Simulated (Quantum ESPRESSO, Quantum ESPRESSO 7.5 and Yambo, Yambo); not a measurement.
# A GW chain in Yambo: WSe2 (P6_3/mmc)

How does a plane-wave GW calculation on WSe2 (P6_3/mmc) run from the first input to the gap?

Method: PBE and many-body steps on it, plane waves, in Quantum ESPRESSO 7.5 and Yambo 5.3.0.

This is a report of a sequence of runs, with most program output left out.

The database entry behind the starting cell differs from later determinations by our own check (a about 0.2 % long), so it need not match the best structure at ambient conditions.

**1. Set-up**

Symmetry: P6_3/mmc, No. 194, hexagonal system. Conventional cell: a = 3.290 Å, b = 3.290 Å, c = 12.970 Å, α = 90.00°, β = 90.00°, γ = 120.00°. W has 6 Se at 2.53 Å nearest. Se has 3 W at 2.53 Å nearest. Farther neighbours and most contacts between anions are not listed.

The cell and positions come from the Crystallography Open Database and are kept as given unless a step says otherwise. Spin-orbit coupling is left out unless a step names it.

**2. Ground state**

This step: Quantum ESPRESSO 7.5; DFT, PBE, plane waves, norm-conserving pseudopotentials.

The ground-state density comes first.

File pw.in:

```
&control
  calculation = 'scf'
  prefix = 'x'
  outdir = 'o'
  pseudo_dir = 'pseudo'
/
&system
  ibrav = 0
  nat = 6
  ntyp = 2
  ecutwfc = 104.0
  nbnd = 69
  force_symmorphic = .true.
/
&electrons
  conv_thr = 1e-10
  electron_maxstep = 80
  mixing_beta = 0.5
/
ATOMIC_SPECIES
  W 183.84 W.upf
  Se 78.971 Se.upf
CELL_PARAMETERS angstrom
  3.2900000000 -0.0000000000 0.0000000000
  -1.6450000000 2.8492235785 0.0000000000
  0.0000000000 0.0000000000 12.9700000000
ATOMIC_POSITIONS crystal
  W 0.3333333333 0.6666666667 0.2500000000
  W 0.6666666667 0.3333333333 0.7500000000
  Se 0.3333333333 0.6666666667 0.6210000000
  Se 0.6666666667 0.3333333333 0.1210000000
  Se 0.3333333333 0.6666666667 0.8790000000
  Se 0.6666666667 0.3333333333 0.3790000000
K_POINTS automatic
  6 6 2 0 0 0
```

Command:

```bash
> OMP_NUM_THREADS=1 mpirun -n 8 pw.x -nk 8 -in pw.in > pw.out
```

It took 70 s on 8 MPI ranks of Arm Neoverse V2, shared host; peak memory 1.8 GiB; 8.6 min of CPU time.

Numbers from this step:

| Property | Result |
| --- | --- |
| total energy | -40949.7373 eV |
| gap | 0.9791 eV |
| k of the valence top | 0, 0, 0 |
| k of the conduction bottom | 0.1667, 0.1667, 0 |
| least direct gap | 1.524 eV |

The gap is indirect, with the least direct gap 0.54 eV higher.

**3. Bands along the symmetry lines**

The cheap functional maps the bands first; the places of the edges decide which points the dearer methods must see.

File pw.in:

```
&control
  calculation = 'bands'
  prefix = 'x'
  outdir = 'o'
  pseudo_dir = 'pseudo'
/
&system
  ibrav = 0
  nat = 6
  ntyp = 2
  ecutwfc = 104.0
  nbnd = 68
  force_symmorphic = .true.
/
&electrons
  conv_thr = 1e-9
  electron_maxstep = 80
  diago_full_acc = .true.
  diago_thr_init = 5e-6
/
ATOMIC_SPECIES
  W 183.84 W.upf
  Se 78.971 Se.upf
CELL_PARAMETERS angstrom
  3.2900000000 -0.0000000000 0.0000000000
  -1.6450000000 2.8492235785 0.0000000000
  0.0000000000 0.0000000000 12.9700000000
ATOMIC_POSITIONS crystal
  W 0.3333333333 0.6666666667 0.2500000000
  W 0.6666666667 0.3333333333 0.7500000000
  Se 0.3333333333 0.6666666667 0.6210000000
  Se 0.6666666667 0.3333333333 0.1210000000
  Se 0.3333333333 0.6666666667 0.8790000000
  Se 0.6666666667 0.3333333333 0.3790000000
K_POINTS crystal
  75
  0.00000000 0.00000000 0.00000000 1
  0.06250000 0.00000000 0.00000000 1
  0.12500000 0.00000000 0.00000000 1
  0.18750000 0.00000000 0.00000000 1
  0.25000000 0.00000000 0.00000000 1
  0.31250000 0.00000000 0.00000000 1
  0.37500000 0.00000000 0.00000000 1
  0.43750000 0.00000000 0.00000000 1
  0.50000000 0.00000000 0.00000000 1
  0.47916667 0.04166667 0.00000000 1
  0.45833333 0.08333333 0.00000000 1
  0.43750000 0.12500000 0.00000000 1
  0.41666666 0.16666666 0.00000000 1
  0.39583333 0.20833333 0.00000000 1
  0.37500000 0.25000000 0.00000000 1
  0.35416666 0.29166666 0.00000000 1
  0.33333333 0.33333333 0.00000000 1
  0.29166666 0.29166666 0.00000000 1
  0.25000000 0.25000000 0.00000000 1
  0.20833333 0.20833333 0.00000000 1
  0.16666666 0.16666666 0.00000000 1
  0.12500000 0.12500000 0.00000000 1
  0.08333333 0.08333333 0.00000000 1
  0.04166667 0.04166667 0.00000000 1
  0.00000000 0.00000000 0.00000000 1
  0.00000000 0.00000000 0.06250000 1
  0.00000000 0.00000000 0.12500000 1
  0.00000000 0.00000000 0.18750000 1
  0.00000000 0.00000000 0.25000000 1
  0.00000000 0.00000000 0.31250000 1
  0.00000000 0.00000000 0.37500000 1
  0.00000000 0.00000000 0.43750000 1
  0.00000000 0.00000000 0.50000000 1
  0.06250000 0.00000000 0.50000000 1
  0.12500000 0.00000000 0.50000000 1
  0.18750000 0.00000000 0.50000000 1
  0.25000000 0.00000000 0.50000000 1
  0.31250000 0.00000000 0.50000000 1
  0.37500000 0.00000000 0.50000000 1
  0.43750000 0.00000000 0.50000000 1
  0.50000000 0.00000000 0.50000000 1
  0.47916667 0.04166667 0.50000000 1
  0.45833333 0.08333333 0.50000000 1
  0.43750000 0.12500000 0.50000000 1
  0.41666666 0.16666666 0.50000000 1
  0.39583333 0.20833333 0.50000000 1
  0.37500000 0.25000000 0.50000000 1
  0.35416666 0.29166666 0.50000000 1
  0.33333333 0.33333333 0.50000000 1
  0.29166666 0.29166666 0.50000000 1
  0.25000000 0.25000000 0.50000000 1
  0.20833333 0.20833333 0.50000000 1
  0.16666666 0.16666666 0.50000000 1
  0.12500000 0.12500000 0.50000000 1
  0.08333333 0.08333333 0.50000000 1
  0.04166667 0.04166667 0.50000000 1
  0.00000000 0.00000000 0.50000000 1
  0.50000000 0.00000000 0.50000000 1
  0.50000000 0.00000000 0.43750000 1
  0.50000000 0.00000000 0.37500000 1
  0.50000000 0.00000000 0.31250000 1
  0.50000000 0.00000000 0.25000000 1
  0.50000000 0.00000000 0.18750000 1
  0.50000000 0.00000000 0.12500000 1
  0.50000000 0.00000000 0.06250000 1
  0.50000000 0.00000000 0.00000000 1
  0.33333333 0.33333333 0.50000000 1
  0.33333333 0.33333333 0.43750000 1
  0.33333333 0.33333333 0.37500000 1
  0.33333333 0.33333333 0.31250000 1
  0.33333333 0.33333333 0.25000000 1
  0.33333333 0.33333333 0.18750000 1
  0.33333333 0.33333333 0.12500000 1
  0.33333333 0.33333333 0.06250000 1
  0.33333333 0.33333333 0.00000000 1
```

It took 94 s on 8 MPI ranks; peak memory 1.5 GiB.

This step gave:

| Property | Result |
| --- | --- |
| gap | 0.9791 eV |
| k of the valence top | 0, 0, 0 |
| k of the conduction bottom | 0.1667, 0.1667, 0 |
| least direct gap | 1.524 eV |

The gap is 0.979 eV, as in the run before at this level.

The electronic bands at the labelled points (eV, zero at the top of the highest filled band):

| point | band 59 | band 60 | band 61 | band 62 | band 63 | band 64 | band 65 | band 66 |
| --- | --- | --- | --- | --- | --- | --- | --- | --- |
| Γ | -1.50 | -1.10 | -1.07 | 0.00 | 2.64 | 2.64 | 2.69 | 2.69 |
| halfway | -1.85 | -1.52 | -1.34 | -1.22 | 1.33 | 1.99 | 2.24 | 2.26 |
| M | -1.43 | -1.36 | -1.28 | -1.11 | 2.13 | 2.17 | 2.32 | 2.65 |
| halfway | -2.65 | -2.27 | -0.85 | -0.57 | 1.85 | 1.96 | 2.54 | 2.64 |
| K | -2.56 | -2.56 | -0.44 | -0.19 | 1.33 | 1.33 | 1.90 | 3.08 |
| halfway | -1.70 | -1.49 | -1.14 | -1.10 | 0.98 | 1.86 | 2.03 | 2.05 |
| Γ | -1.50 | -1.10 | -1.07 | 0.00 | 2.64 | 2.64 | 2.69 | 2.69 |
| halfway | -1.50 | -1.50 | -0.55 | -0.05 | 2.64 | 2.64 | 2.66 | 2.66 |
| A | -1.52 | -1.52 | -0.22 | -0.22 | 2.65 | 2.65 | 2.65 | 2.65 |
| halfway | -1.89 | -1.89 | -1.23 | -1.23 | 1.73 | 1.73 | 2.10 | 2.10 |
| L | -1.34 | -1.34 | -1.24 | -1.24 | 2.15 | 2.15 | 2.52 | 2.52 |
| halfway | -2.54 | -2.54 | -0.70 | -0.70 | 1.91 | 1.91 | 2.64 | 2.64 |
| H | -2.74 | -2.74 | -0.33 | -0.33 | 1.33 | 1.33 | 2.43 | 2.43 |
| halfway | -1.67 | -1.67 | -1.11 | -1.11 | 1.37 | 1.37 | 2.15 | 2.15 |
| A | -1.52 | -1.52 | -0.22 | -0.22 | 2.65 | 2.65 | 2.65 | 2.65 |
| jump to L | -1.34 | -1.34 | -1.24 | -1.24 | 2.15 | 2.15 | 2.52 | 2.52 |
| halfway | -1.40 | -1.32 | -1.29 | -1.15 | 2.14 | 2.17 | 2.38 | 2.62 |
| M | -1.43 | -1.36 | -1.28 | -1.11 | 2.13 | 2.17 | 2.32 | 2.65 |
| jump to H | -2.74 | -2.74 | -0.33 | -0.33 | 1.33 | 1.33 | 2.43 | 2.43 |
| halfway | -2.63 | -2.63 | -0.41 | -0.24 | 1.33 | 1.33 | 2.05 | 2.88 |
| K | -2.56 | -2.56 | -0.44 | -0.19 | 1.33 | 1.33 | 1.90 | 3.08 |

**4. Empty states on the mesh, 3×3×1 mesh, 159 bands**

The sums over transitions need many empty states on a uniform mesh; this step solves for them.

File pw.in:

```
&control
  calculation = 'nscf'
  prefix = 'x'
  outdir = 'o'
  pseudo_dir = 'pseudo'
/
&system
  ibrav = 0
  nat = 6
  ntyp = 2
  ecutwfc = 104.0
  nbnd = 159
  force_symmorphic = .true.
/
&electrons
  conv_thr = 1e-9
  electron_maxstep = 80
  diago_full_acc = .true.
  diago_thr_init = 5e-6
/
ATOMIC_SPECIES
  W 183.84 W.upf
  Se 78.971 Se.upf
CELL_PARAMETERS angstrom
  3.2900000000 -0.0000000000 0.0000000000
  -1.6450000000 2.8492235785 0.0000000000
  0.0000000000 0.0000000000 12.9700000000
ATOMIC_POSITIONS crystal
  W 0.3333333333 0.6666666667 0.2500000000
  W 0.6666666667 0.3333333333 0.7500000000
  Se 0.3333333333 0.6666666667 0.6210000000
  Se 0.6666666667 0.3333333333 0.1210000000
  Se 0.3333333333 0.6666666667 0.8790000000
  Se 0.6666666667 0.3333333333 0.3790000000
K_POINTS automatic
  3 3 1 0 0 0
```

Command:

```bash
> OMP_NUM_THREADS=1 mpirun -n 8 pw.x -nk 4 -in pw.in > pw.out
```

Elapsed: 20 s, on 8 MPI ranks; peak memory 1.1 GiB.

This step gave:

```
gap                                                           : 1.330 eV
k of the valence top                                          : 0, 0, 0
k of the conduction bottom                                    : 0.3333, 0.3333, 0
least direct gap                                              : 1.524 eV
k points computed                                             : 3
lowest point of the top converged band, above the valence top : 40.21 eV
```

On this mesh the gap is 1.330 eV. The earlier step found 0.979 eV, so this mesh misses an edge.

**5. Conversion and set-up**

This step: Yambo 5.3.0; conversion and set-up on PBE, plane waves, norm-conserving pseudopotentials.

The states are converted to the many-body program's format and the q mesh is built.

Command:

```bash
> (cd o/x.save; p2y > p2y.log; mv SAVE ../..); yambo > setup.log
```

It took 2.6 s on 1 MPI rank; peak memory 0.25 GiB.

**6. Screening and self-energy, 3×3×1 mesh, 159 bands, screening to 95.2 eV**

G0W0 replaces the xc potential by the self-energy, built once from these orbitals. Only a window of levels is corrected, while the sums run over the empty bands that the input names.

This step: G0W0 on PBE, plane waves, norm-conserving pseudopotentials.

File gw1.in:

```
HF_and_locXC
gw0
dyson
ppa
em1d
rim_cut
RandQpts= 1000000
RandGvec= 1 RL
EXXRLvcs= 104 Ry
VXCRLvcs= 416 Ry
Chimod= "HARTREE"
% BndsRnXp
 1 | 159 |
%
NGsBlkXp= 7 Ry
% LongDrXp
 1 | 1 | 1 |
%
% GbndRnge
 1 | 159 |
%
DysSolver= "n"
ExtendOut
PPAPntXp= 27.21138 eV
% QPkrange
 1 | 1 | 61 | 64 |
 3 | 3 | 61 | 64 |
%
```

Command:

```bash
> OMP_NUM_THREADS=2 mpirun -n 4 yambo -F gw1.in -J gw1 -C gw1 > gw1.log
```

Run time: 45 s. Hardware: 4 MPI ranks; peak memory 3.5 GiB; 4.6 min of CPU time.

Numbers from this step:

```yaml
g0w0_gap_on_the_points_computed: 1.887 eV
starting_gap_on_the_mesh: 1.330 eV
k_of_the_valence_top: 0, 0, 0
k_of_the_conduction_bottom: 0.3333, 0.3333, 0
least_direct_g0w0_gap_on_the_computed_points: 2.136 eV
z_at_the_valence_top: 0.7934
z_at_the_conduction_bottom: 0.7873
```

The gap on the mesh goes from 1.33 eV to 1.89 eV, a correction of +0.56 eV. The start differs from the 0.98 eV found before because the two sample other k points.

Limits: finite bands, cutoff and mesh; no spin-orbit coupling; coarse k mesh. v1 is the top filled band, c1 the lowest empty one. The levels before and after the correction (eV, zero at the valence-band top of each column):

|  | conduction bottom | valence top |
| --- | --- | --- |
| Kohn-Sham | 1.33 | 0.00 |
| G0W0 | 1.89 | 0.00 |

|  | level | energy (eV) |
| --- | --- | --- |
| Kohn-Sham | Γ v2 | -1.070 |
| Kohn-Sham | Γ v1 | 0.000 |
| Kohn-Sham | Γ c1-c2 | 2.641 |
| Kohn-Sham | (0.333 0.333 0) v2 | -0.439 |
| Kohn-Sham | (0.333 0.333 0) v1 | -0.193 |
| Kohn-Sham | (0.333 0.333 0) c1-c2 | 1.330 |
| G0W0 | Γ v2 | -1.541 |
| G0W0 | Γ v1 | 0.000 |
| G0W0 | Γ c1-c2 | 3.133 |
| G0W0 | (0.333 0.333 0) v2 | -0.573 |
| G0W0 | (0.333 0.333 0) v1 | -0.249 |
| G0W0 | (0.333 0.333 0) c1-c2 | 1.887 |

**7. Where the time went**

Times are wall times on the hardware named with each run, good to a factor of about two.

| step | time | share | memory (GiB) |
| --- | --- | --- | --- |
| ground state | 70 s | 30 % | 1.8 |
| bands along the symmetry lines | 94 s | 41 % | 1.5 |
| empty states on the mesh | 20 s | 9 % | 1.1 |
| conversion and set-up | 2.6 s | 1 % | 0.25 |
| screening and self-energy | 45 s | 20 % | 3.5 |

**8. What came out**

| Item | Value |
| --- | --- |
| PBE gap | 0.98 eV, indirect |
| G0W0 gap on the mesh | 1.89 eV |
| G0W0 gap over the zone (rigid shift) | 1.54 eV |
| GW settings | 3×3×1 mesh, 159 bands, screening to 95.2 eV, Godby-Needs plasmon pole |
| known limits | not at the basis limit; no spin-orbit coupling; coarse k mesh |

What this shows: G0W0 moves the gap on the mesh from 1.33 eV to 1.89 eV (+0.56 eV), with Z of 0.79 and 0.79 at the edges. The mesh misses the band edges by 0.35 eV in all; a rigid shift gives 1.54 eV for the zone. Only 2 of the mesh's irreducible points were corrected, so a valley elsewhere could overtake. Bands and cutoff are finite, so the gap is not at the basis limit. The miss can reach some tenths of an eV and take either sign; the mesh is an error of its own. In the G0W0 run levels were corrected at 2 k points alone, so a gap called «on the mesh» is the least over those, and an edge elsewhere would be missed. A denser mesh or path gives a starting gap of 0.98 eV: the GW mesh misses a band edge, so its gaps are not the fundamental one. The 3×3×1 mesh is coarse for this cell, which bears on the long-range parts of exchange and screening. The many-body steps are scalar-relativistic: spin-orbit coupling is not in them.

[Paths, hosts, dates, memory and timing lines, banners, echoed tables and standing remarks are left out of the program output.]

[Logs are printed without paths, hosts, clocks, repeated set-up lines and the standing remarks that a program may print on its own settings, such as how far it seeks lower states.]

[Runs of the session that timed out or met a known fault of the program may be left out.]

[Hosts, paths, dates, database ids (printed as entryN), source tags and the programs' standing remarks are cut or masked in the printed files.]
